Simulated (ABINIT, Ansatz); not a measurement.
# A GW chain in ABINIT: AlGaN2 (P-4m2), part 3 of 3

Aim: the G0W0 gap of AlGaN2 (P-4m2) on LDA, step by step.

ABINIT 10.8.3; LDA and many-body steps on it, plane waves. Known limits of the many-body steps: not at the basis limit; exchange with frozen shells missing; no spin-orbit coupling; coarse k mesh.

So far. Step 3 (Bands along the symmetry lines): The gap is 2.882 eV, as in the run before at this level. Step 4 (Empty states on the mesh, 4×4×2 mesh, 38 bands): On this mesh the gap is 2.882 eV.

### Step 5. Screening, 4×4×2 mesh, 34 bands, screening to 98 eV

The RPA dielectric matrix is built and inverted for each q.

This step: RPA screening on LDA, plane waves, norm-conserving pseudopotentials.

run.abi

```
acell 3*1.0 Angstrom
rprim 
  3.140877048700 0.000000000000 0.000000000000
  0.000000000000 3.140877048700 0.000000000000
  0.000000000000 0.000000000000 4.423837940000
ntypat 3
znucl 13 31 7
natom 4
typat 1 2 3 3
xred 
  0.500000000000 0.500000000000 0.500000000000
  0.000000000000 0.000000000000 0.000000000000
  0.500000000000 0.000000000000 0.738264810000
  0.000000000000 0.500000000000 0.261735190000
pp_dirpath "pseudos"
pseudos "Al.upf, Ga.upf, N.upf"
ecut 36
ngkpt 4 4 2
nshiftk 1
shiftk 0 0 0
kptopt 1
chksymbreak 0
istwfk *1
occopt 1
irdwfk 1
optdriver 3
nband 34
ecuteps 3.6
inclvkb 2
awtr 1
symchi 1
indata_prefix "in"
outdata_prefix "out"
tmpdata_prefix "tmp"
```

Command:

```
OMP_NUM_THREADS=1 mpirun -n 4 abinit run.abi > log
```

Numbers of over 12 decimals in the logs are rounded to 6 here.

The program printed:

```text
.Version 10.8.3 of ABINIT. v10.8.2 released Aug 2026.

 Symmetries : space group P-4 m 2 (#115); Bravais tP (primitive tetrag.)
[... echo of the input left out ...]
== DATASET  1 ==================================================================
-   mpi_nproc: 4, omp_nthreads: 1 (-1 if OMP is not activated)

--- !DatasetInfo
iteration_state: {dtset: 1, }
dimensions: {natom: 4, nkpt: 12, mband: 34, nsppol: 1, nspinor: 1, nspden: 1, mpw: 3080, }
cutoff_energies: {ecut:  36.0, pawecutdg:  -1.0, }
electrons: {nelect:   2.60000000E+01, charge:   0.00000000E+00, occopt:   1.00000000E+00, tsmear:   1.00000000E-02, }

 SCREENING: Calculation of the susceptibility and dielectric matrices

 Based on a program developped by R.W. Godby, V. Olevano, G. Onida, and L. Reining.
 Incorporated in ABINIT by V. Olevano, G.-M. Rignanese, and M. Torrent.
.Using double precision arithmetic ; gwpc =  8

[... cell and pseudopotentials left out ...]
--------------------------------------------------------------------------------

 ==== K-mesh for the wavefunctions ====
 Number of points in the irreducible wedge :    12
[... list of points left out ...]
 Together with  8 symmetry operations and time-reversal symmetry
 yields    32 points in the full Brillouin Zone.

 ==== Q-mesh for the screening function ====
 Number of points in the irreducible wedge :    12
[... list of points left out ...]
 Together with  8 symmetry operations and time-reversal symmetry
 yields    32 points in the full Brillouin Zone.

 setmesh: FFT mesh size selected  =    24x   24x   30
          total number of points  =        17280

 vcoul_init : cutoff-mode = AUXILIARY_FUNCTION
 q-points for optical limit:   1
     1)      0.000010    0.000020    0.000030

- screening: taking advantage of time-reversal symmetry
- Maximum band index for partially occupied states nbvw = 13
- Remaining bands to be divided among processors   nbcw = 21
- Number of bands treated by each node ~5

 Number of electrons calculated from density =   26.0000; Expected =   26.0000
 average of density, n =  0.088283
 r_s =    1.3932
 omega_plasma =   28.6611 [eV]

 calculating chi0 at frequencies [eV] :
  1    0.000000E+00    0.000000E+00
  2    0.000000E+00    2.866114E+01

--------------------------------------------------------------------------------
  q-point number  1        q = ( 0.000000, 0.000000, 0.000000) [r.l.u.]
--------------------------------------------------------------------------------
[... chi0 elements left out ...]
 For q-point:  0.000010 0.000020 0.000030
  dielectric constant =   5.4272
  dielectric constant without local fields =   5.8539

  Average fulfillment of the sum rule on Im[epsilon] for q-point    1 :     28.14  [%]
[... wings left out ...]
  q-point number  2        q = ( 0.250000, 0.000000, 0.000000) [r.l.u.]
--------------------------------------------------------------------------------
[... chi0 elements left out ...]
  Average fulfillment of the sum rule on Im[epsilon] for q-point    2 :     44.10  [%]

 [... 10 further q-points ...]
```

It took 20 s on 4 MPI ranks of Intel Xeon Platinum 8259CL at 2.50GHz (Skylake/Cascade Lake), shared host; peak memory 0.58 GiB; 81 s of CPU time.

Numbers from this step:

* ε∞ with local fields, on this mesh, along the program's q direction: 5.427
* the same without local fields: 5.854
* plasma frequency: 28.66 eV
* plane waves in the screening matrix: 99

Local fields lower ε∞ by 7 %. On a Γ-centred mesh this coarse the value itself is usually too large, while a short band sum pulls it down.

### Step 6. Self-energy, 4×4×2 mesh, 34 bands, screening to 98 eV

The self-energy is evaluated for the states that the input lists, and the levels follow from it, in one-shot runs by the linearised quasiparticle equation.

This step: G0W0 on LDA, plane waves, norm-conserving pseudopotentials.

Changes to run.abi since step 5:

```diff
@@ -25,8 +25,15 @@
 irdwfk 1
-optdriver 3
+optdriver 4
 nband 34
+gwcalctyp 0
+ecutsigx 36
+symsigma 1
+nkptgw 1
+kptgw 
+  0.0000000000 0.0000000000 0.0000000000
+bdgw 
+  12 15
 ecuteps 3.6
-inclvkb 2
-awtr 1
-symchi 1
+irdscr 1
+ppmodel 1
 indata_prefix "in"
```

The program printed:

```text
.Version 10.8.3 of ABINIT. v10.8.2 released Aug 2026.

 Symmetries : space group P-4 m 2 (#115); Bravais tP (primitive tetrag.)
[... echo of the input left out ...]
== DATASET  1 ==================================================================
-   mpi_nproc: 4, omp_nthreads: 1 (-1 if OMP is not activated)

--- !DatasetInfo
iteration_state: {dtset: 1, }
dimensions: {natom: 4, nkpt: 12, mband: 34, nsppol: 1, nspinor: 1, nspden: 1, mpw: 3080, }
cutoff_energies: {ecut:  36.0, pawecutdg:  -1.0, }
electrons: {nelect:   2.60000000E+01, charge:   0.00000000E+00, occopt:   1.00000000E+00, tsmear:   1.00000000E-02, }

 SIGMA: Calculation of the GW corrections

 Based on a program developped by R.W. Godby, V. Olevano, G. Onida, and L. Reining.
 Incorporated in ABINIT by V. Olevano, G.-M. Rignanese, and M. Torrent.
.Using double precision arithmetic ; gwpc =  8

[... cell and pseudopotentials left out ...]
--------------------------------------------------------------------------------

 ==== K-mesh for the wavefunctions ====
 Number of points in the irreducible wedge :    12
[... list of points left out ...]
 Together with  8 symmetry operations and time-reversal symmetry
 yields    32 points in the full Brillouin Zone.

 ==== Q-mesh for screening function ====
 Number of points in the irreducible wedge :    12
[... list of points left out ...]
 Together with  8 symmetry operations and time-reversal symmetry
 yields    32 points in the full Brillouin Zone.

 vcoul_init : cutoff-mode = AUXILIARY_FUNCTION
 q-points for optical limit:   1
     1)      0.000010    0.000020    0.000030
 setmesh: FFT mesh size selected  =    36x   36x   45
          total number of points  =        58320

 Number of electrons calculated from density =   26.0000; Expected =   26.0000
 average of density, n =  0.088283
 r_s =    1.3932
 omega_plasma =   28.6611 [eV]

 === KS Band Gaps ===
  >>>> For spin  1
   Minimum direct gap =   2.8820 [eV], located at k-point      :   0.0000  0.0000  0.0000
   Fundamental gap    =   2.8820 [eV], Top of valence bands at :   0.0000  0.0000  0.0000
                                       Bottom of conduction at :   0.0000  0.0000  0.0000
 SIGMA fundamental parameters:
 PLASMON POLE MODEL  1
 number of plane-waves for SigmaX                 2987
 number of plane-waves for SigmaC and W             99
 number of plane-waves for wavefunctions          2987
 number of bands                                    34
 number of independent spin polarizations            1
 number of spinorial components                      1
 number of k-points in IBZ                          12
 number of q-points in IBZ                          12
 number of symmetry operations                       8
 number of k-points in BZ                           32
 number of q-points in BZ                           32
 number of frequencies for dSigma/dE                 9
 frequency step for dSigma/dE [eV]                0.25
 number of omega for Sigma on real axis              0
 max omega for Sigma on real axis  [eV]           0.00
 zcut for avoiding poles [eV]                     0.10

 EPSILON^-1 parameters (SCR file):
 dimension of the eps^-1 matrix on file             99
 dimension of the eps^-1 matrix used                99
 number of plane-waves for wavefunctions          2987
 number of bands                                    34
 number of q-points in IBZ                          12
 number of frequencies                               2
 number of real frequencies                          1
 number of imag frequencies                          1

 matrix elements of self-energy operator (all in [eV])

 Perturbative Calculation

--- !SelfEnergy_ee
iteration_state: {dtset: 1, }
kpoint     : [   0.000,    0.000,    0.000, ]
spin       : 1
KS_gap     :    2.882
QP_gap     :    3.868
Delta_QP_KS:    0.986
data: !SigmaeeData |
     Band     E0 <VxcDFT>   SigX SigC(E0)      Z dSigC/dE  Sig(E)    E-E0       E
       12   5.257 -17.523 -21.006   3.854   0.795  -0.258 -17.229   0.294   5.551
       13   5.257 -17.523 -21.006   3.854   0.795  -0.258 -17.229   0.294   5.551
       14   8.139 -13.775  -9.187  -3.024   0.819  -0.221 -12.495   1.281   9.420
       15   8.789 -11.302  -6.551  -3.133   0.836  -0.196  -9.950   1.352  10.141

== END DATASET(S) ==============================================================
================================================================================

 -outvars: echo values of variables after computation  --------
           etotal      0.0000000000E+00
            nband          34
             nkpt          12
          spgroup         115
 [... the other variables as echoed above ...]

 Calculation completed.
```

The job ended after 7 s (4 MPI ranks; peak memory 0.55 GiB).

Numbers from this step:

```
G0W0 gap on the points computed              : 3.869 eV
starting gap on the mesh                     : 2.882 eV
k of the valence top                         : 0, 0, 0
k of the conduction bottom                   : 0, 0, 0
Z at the valence top                         : 0.795
Z at the conduction bottom                   : 0.819
least direct G0W0 gap on the computed points : 3.869 eV
```

The gap on the mesh goes from 2.88 eV to 3.87 eV, a correction of +0.99 eV.

Limits: finite bands, cutoff and mesh; exchange with frozen shells missing; no spin-orbit coupling; coarse k mesh. v1 is the top filled band, c1 the lowest empty one. Levels before and after the correction, in eV, zero at the valence-band top of each column:

```
           conduction bottom  valence top
Kohn-Sham               2.88         0.00
     G0W0               3.87         0.00
```

```
             level  energy (eV)
Kohn-Sham  Γ v2-v1        0.000
Kohn-Sham     Γ c1        2.882
Kohn-Sham     Γ c2        3.532
     G0W0  Γ v2-v1        0.000
     G0W0     Γ c1        3.869
     G0W0     Γ c2        4.590
```

### Step 7. Where the time went

Times are wall times on 4 MPI ranks of Intel Xeon Platinum 8259CL at 2.50GHz (Skylake/Cascade Lake), shared host. The host was busy with other work, so they are no guide to cost.

```
                          step  time  share  memory (GiB)
                  ground state  64 s   36 %          0.37
bands along the symmetry lines  64 s   36 %          0.37
      empty states on the mesh  23 s   13 %          0.32
                     screening  20 s   11 %          0.58
                   self-energy   7 s    4 %          0.55
```

### Step 8. Outcome

```yaml
lda_gap: 2.88 eV, direct
g0w0_gap_on_the_mesh: 3.87 eV
gw_settings: 4×4×2 mesh, 34 bands, screening to 98 eV, Godby-Needs plasmon pole
known_limits: not at the basis limit; exchange with frozen shells missing; no spin-orbit coupling; coarse k mesh
```

In words: G0W0 moves the gap on the mesh from 2.88 eV to 3.87 eV (+0.99 eV), with Z of 0.80 and 0.82 at the edges. Local fields lower the RPA ε∞ on this mesh from 5.85 to 5.43; a Γ-centred mesh this coarse tends to raise both, most where the direct gap is narrow, while a short band sum lowers them. Only 1 of the mesh's irreducible points was corrected, so a valley elsewhere could overtake. Bands and cutoff are finite, so the gap is not at the basis limit. The miss can reach some tenths of an eV and take either sign; the mesh is an error of its own. In the G0W0 run levels were corrected at 1 k point alone, so a gap called «on the mesh» is the least over those, and an edge elsewhere would be missed. The 4×4×2 mesh is coarse for this cell, which bears on the long-range parts of exchange and screening. The norm-conserving file of at least one element keeps a d shell over frozen s and p shells of the same row. Exchange with those shells is missing from the self-energy, an error of 0.3 to 0.9 eV in cases checked, whose sign depends on which edge lies on those atoms. The many-body steps are scalar-relativistic: spin-orbit coupling is not in them.

[Paths, hosts, dates, memory and timing lines, banners, echoed tables and standing remarks are left out of the program output.]

[Logs are printed without paths, hosts, clocks, repeated set-up lines and the standing remarks that a program may print on its own settings, such as how far it seeks lower states.]

[Runs of the session that timed out or met a known fault of the program may be left out.]

[Hosts, paths, dates, database ids (printed as entryN), source tags and the programs' standing remarks are cut or masked in the printed files.]

[G0W0 gaps are taken among the corrected bands and points alone; a level outside them can change the order at an edge.]

[Where Ansatz stands beside ABINIT at settings called matched, ABINIT's density can come from a denser mesh and the files from another edition; pairs whose starting gaps differed by over 0.03 eV were left out, so agreement reads better than it is.]
